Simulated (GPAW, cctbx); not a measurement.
# Cu2AgBr6N: deformation density and structure factors from DFT

Question: by how much does bonding change the X-ray structure factors of Cu2AgBr6N, how firmly does DFT give the change, and what does a routine refinement make of it?

The cell comes from substitution in a known structure type and wasn't matched to any measured phase. All numbers below are calculated.

### 1. Find the equilibrium geometry

The density hangs on the geometry, so cell and atoms are relaxed first, with the symmetry held. The cutoff is set higher than for the density because stress converges slowly with plane waves.

Settings: GPAW 26.7.0, PBE, 900 eV, 3×3×3 k-points, Fermi–Dirac width 0.05 eV, BFGS to 0.03 eV/Å.

```text
cell
1.0
     0.000000000    5.043000000    5.043000000
     5.043000000    0.000000000    5.043000000
     5.043000000    5.043000000    0.000000000
Ag Br Cu N
1 6 2 1
Direct
0.500000000 0.500000000 0.500000000
0.750900000 0.750900000 0.249100000
0.750900000 0.249100000 0.750900000
0.249100000 0.750900000 0.249100000
0.249100000 0.750900000 0.750900000
0.249100000 0.249100000 0.750900000
0.750900000 0.249100000 0.249100000
0.250000000 0.250000000 0.250000000
0.750000000 0.750000000 0.750000000
0.000000000 0.000000000 0.000000000
```

```console
$ OMP_NUM_THREADS=1 mpirun -n 4 gpaw python run.py > gpaw.log
```

```text
BFGS:    0      -21.031051        1.089129
BFGS:    1      -21.124310        0.907655
BFGS:    2      -21.350006        0.125069
BFGS:    3      -21.352008        0.120281
...
BFGS:    6      -21.359527        0.088092
BFGS:    7      -21.362599        0.054387
BFGS:    8      -21.363345        0.011955
cell  7.0731 7.0731 7.0731  60.00 60.00 60.00
volume 250.215 A^3, largest force 0.012 eV/A, largest stress 0.03 GPa
```

After 8 steps the volume has changed by -2.5 % and the energy by -0.332 eV; the largest stress left is 0.03 GPa. It took 4.1 min on 4 cores of Intel(R) Xeon(R) 6975P-C (Granite Rapids) (shared host), peak memory 2.2 GiB.

Relaxed structure: Fm-3m (no. 225), a = 10.0029 Å, b = 10.0029 Å, c = 10.0029 Å, α = 90.00°, β = 90.00°, γ = 90.00°.

```
atom  mult.    x    y       z
 Ag1      4  1/2    0       0
 Br1     24    0    0  0.7609
 Cu1      8  1/4  3/4     3/4
  N1      4    0    0       0
```

### 2. Density and charge transfer

X-rays see the whole electron density, so the PAW density is rebuilt with its core regions. Subtracting spherical free atoms from the same code cancels the cores and leaves the deformation density Δρ, the part due to bonding.

Settings: PBE, 550 eV, 3×3×3 k-points, Fermi–Dirac width 0.05 eV; primitive cell of 10 atoms.

```console
$ OMP_NUM_THREADS=1 mpirun -n 4 gpaw python run.py > gpaw.log
```

```text
|iter:   1|       0s |  -23.589555 | -0.27 |       |
|iter:   2|       1s |  -22.151358 | -1.16 | -1.00 |
|iter:   3|       2s |  -21.843790 | -2.60 | -1.29 |
...
|iter:  13|      10s |  -20.968149c| -6.44 | -3.91 |
|iter:  14|      10s |  -20.968082c| -6.70 | -4.21c|
|iter:  15|      11s |  -20.968103c| -7.87c| -4.54c|
```

```text
grid (80, 80, 80)  electrons 322.000  moved by bonding 1.669 e
deformation density beyond 0.5 A of the nuclei: max 0.119, min -0.339 e/A^3
atom        x       y       z   Voronoi charge  moment
Ag1    0.5000  0.5000  0.5000      0.224       0.00
Br2    0.7609  0.7609  0.2391     -0.145       0.00
Br3    0.7609  0.2391  0.7609     -0.145       0.00
Br4    0.2391  0.7609  0.2391     -0.145       0.00
Br5    0.2391  0.7609  0.7609     -0.145       0.00
Br6    0.2391  0.2391  0.7609     -0.145       0.00
Br7    0.7609  0.2391  0.2391     -0.145       0.00
Cu8    0.2500  0.2500  0.2500      0.360       0.00
Cu9    0.7500  0.7500  0.7500      0.360       0.00
N 10   0.0000  0.0000  0.0000     -0.072       0.00
mean inner potential of superposed free atoms 12.345 V
total magnetic moment 0.000 muB
```

Deformation density in a plane through the shortest contact of the Br atom at the origin, in 0.01 e/Å³ (clipped at ±99); x from -1.6 to 4.0 Å, y from 2.4 down to -2.4 Å:

```text
  3   1   0   0   0   0   0   1   4   6   .   .   2   5   2   1
  1   1   0   0   0   0   0   1   2   1  -3   .  -1   2   1   0
  1   0   0   0   1   1   0   0  -1  -3  -8  -9  -5  -1   0   0
  0   0   0   1   2   2   0   0  -1   0   1   1   0  -1  -1   0
  0   1   0   1   5   4  -1  -1   0   1   4   5   2   0  -1  -2
 -1   2  -2  -5   .   0  -7  -2   2   1   3   .   1   3   0  -6
 -2   3  -5  -7   .   . -12  -3   5   4   .   .   5   5   1 -10
 -1   2  -2  -5   .   0  -7  -2   2   1   4   .   2   3   0  -6
  0   1   0   1   5   4  -1  -1   0   1   4   5   2   0  -1  -1
  0   0   0   1   2   2   0   0  -1   0   1   1   0   0   0   0
  1   0   0   0   1   1   0   0  -1  -3  -8  -9  -5  -1   0   0
  1   1   0   0   0   0   0   1   2   1  -3   .  -1   2   1   0
  3   1   0   0   0   0   0   1   4   6   .   .   2   5   2   1
```

Atoms in or within 0.15 Å of the plane: Br (0.0, 0.0), Br (2.4, 2.4), Br (2.4, -2.4), N (2.4, 0.0) Å. Dots mark points within about 0.45 Å of a nucleus; large values next to them are atomic features.

Br gains most (-0.14 e) and Cu loses most (+0.36 e), which isn't the order of electronegativity: valence and coordination count too, and Voronoi cells cut space at the midplane whatever the atoms' sizes. Such charges fall far short of formal ones, since overlapping free atoms already put density on their neighbours. Along the shortest contact from the Br atom at the map's origin, Br–N at 2.39 Å, Δρ is +0.01 e/Å³ at the midpoint; the highest value on the line, +0.06, lies at the edge of the range, 0.5 Å from N, and is an atomic rather than a bond feature: little piles up between the atoms. At the midpoints of other shortest contacts it is +0.03 (Ag–Br, 2.61 Å) and -0.01 (Br–Br, 3.38 Å) e/Å³. Point values carry grid noise of about 0.01 e/Å³. The run needed 15 iterations, 25 s.

### 3. From the density to structure factors

The Fourier components of Δρ, added to those of the free atoms, give the static X-ray structure factors; the Mott–Bethe relation turns them into the Fourier components V of the potential that fast electrons feel.

```text
static structure factors of the conventional cell: F in electrons, V (Mott-Bethe) in volts
   h  k  l      d  |F| table  |F| free   |F| DFT   change   |V| free  |V| DFT  change %
   1  1  1  5.7752    99.009    99.133    98.620   -0.513     0.549    0.627     14.3
   0  2  0  5.0015   245.948   246.076   247.109    1.034     2.352    2.233     -5.0
   0  2  2  3.5366   154.586   153.573   150.946   -2.628     1.125    1.275     13.4
   1  3  1  3.0160   156.091   155.969   155.230   -0.739     0.948    0.979      3.2
   2  2  2  2.8876   706.153   705.993   706.402    0.409     5.430    5.414     -0.3
   0  4  0  2.5007  1016.868  1015.798  1015.676   -0.122     7.499    7.502      0.0
   1  3  3  2.2948   204.181   203.992   203.215   -0.777     1.224    1.243      1.5
   0  4  2  2.2367   190.237   191.329   191.417    0.088     1.487    1.485     -0.1
   2  4  2  2.0418   121.914   120.240   121.622    1.382     0.813    0.787     -3.2
   3  3  3  1.9251   247.126   246.929   246.353   -0.577     1.423    1.432      0.7
   1  5  1  1.9251    28.470    28.253    27.808   -0.445     0.002    0.005        -
   0  4  4  1.7683   883.421   881.863   881.512   -0.351     5.519    5.524      0.1
   1  5  3  1.6908    79.195    79.072    78.834   -0.238     0.328    0.331      0.9
   2  4  4  1.6672   162.123   162.984   162.463   -0.522     1.055    1.062      0.6
```

The largest X-ray change is -2.63 e on 022, 1.7 % of |F|. For electrons V goes as (Z − F)/g², so a change of F counts against Z − F, which is small at low angle and wherever the atoms' terms cancel: |V| of 111 moves by +14.3 % (0.55 to 0.63 V) against -0.5 % in |F|. The tabulated Hartree–Fock atoms differ from the free DFT atoms by up to 1.67 e, so the choice of reference atom matters too.

### 4. How cheap can the run be?

Cutoff and k-mesh: one is changed at a time, to find what the result needs.

| run | ΔF 022 (e) | ΔF 242 (e) | ΔF 020 (e) | q(Br) (e) | moved (e) | time |
| --- | --- | --- | --- | --- | --- | --- |
| 550 eV 3×3×3 | -2.628 | +1.382 | +1.034 | -0.145 | 1.669 | 25 s |
| 250 eV 3×3×3 | -3.196 | +0.623 | +0.676 | -0.163 | 1.842 | 12 s |
| 350 eV 3×3×3 | -2.827 | +1.104 | +0.913 | -0.150 | 1.727 | 19 s |
| 750 eV 3×3×3 | -2.606 | +1.412 | +1.045 | -0.143 | 1.675 | 38 s |
| 550 eV 2×2×2 | -2.634 | +1.453 | +1.071 | -0.145 | 1.683 | 21 s |
| 550 eV 2×2×2 | -2.634 | +1.453 | +1.071 | -0.145 | 1.683 | 21 s |

Within 0.05 e of the base on all three: 750 eV 3×3×3. The largest error, 0.759 e, comes with 250 eV 3×3×3. The moved charge is off by up to 10 % among these runs. Times are from shared hosts.

### 5. Refining ordinary atoms against data with bonding

Routine crystallography fits spherical atoms. To see the bias, intensities are simulated from tabulated atoms plus the DFT change ΔF, so that bonding alone can misfit (8392 reflections of the full sphere, merged to the counts below, to 0.5 Å, 1.5 % proportional noise plus counting noise, assumed isotropic U as listed, Δρ smeared by the mean U) and refined with cctbx over different ranges.

| range | data | R1 | GooF | U Ag1 (true 0.0036) | U Br1 (true 0.004) | U Cu1 (true 0.0042) | U N1 (true 0.0064) | largest shift (Å) | Δρ max, min (e/Å³) |
| --- | --- | --- | --- | --- | --- | --- | --- | --- | --- |
| all data | 260 | 0.0033 | 1.11 | 0.0036 | 0.0040 | 0.0042 | 0.0066 | 0.0000 | 0.22, -0.22 |
| low resolution, d > 0.84 | 69 | 0.0034 | 1.41 | 0.0035 | 0.0039 | 0.0040 | 0.0068 | 0.0003 | 0.08, -0.16 |
| high order, d < 0.75 | 170 | 0.0033 | 0.95 | 0.0036 | 0.0040 | 0.0042 | 0.0065 | 0.0000 | 0.13, -0.15 |
| occupancies free, d > 0.7 | 110 | 0.0031 | 1.27 | 0.0035 | 0.0040 | 0.0042 | 0.0070 | 0.0002 | 0.15, -0.16 |

With all data GooF is 1.11, diluted by the many high-angle data; the misfit shows at low resolution; the top residual peak, near noise level, lies 0.38 Å from Cu and 3.24 Å from Br. No U is off by more than 3 s.u. at low resolution. With Ag1 held at 1 and the scale free, the other occupancies refine to Br1 1.002(0.002), Cu1 1.004(0.002) and N1 1.003(0.012), within three s.u. of full.

### 6. Answer

Bonding moves 1.67 e in the primitive cell of Cu2AgBr6N and changes the structure factors of the conventional cell in the table above by at most 2.63 e (022, 1.7 %). The shortest bond, Br–N, has Δρ = +0.01 e/Å³ at its midpoint. Within 0.05 e of the base on all three: 750 eV 3×3×3. The largest error, 0.759 e, comes with 250 eV 3×3×3. The moved charge is off by up to 10 % among these runs. With all data GooF is 1.11, diluted by the many high-angle data. Limits: static density, frozen cores, no spin–orbit coupling; no Hubbard U on Cu.

[Outputs are excerpts: Python notices, other lines and further rows are left out; steps that failed or that the build refused (PBEsol, TPSS) are not shown.]

[Logs are printed without paths, hosts, clocks, repeated set-up lines and the standing remarks that a program may print on its own settings, such as how far it seeks lower states.]
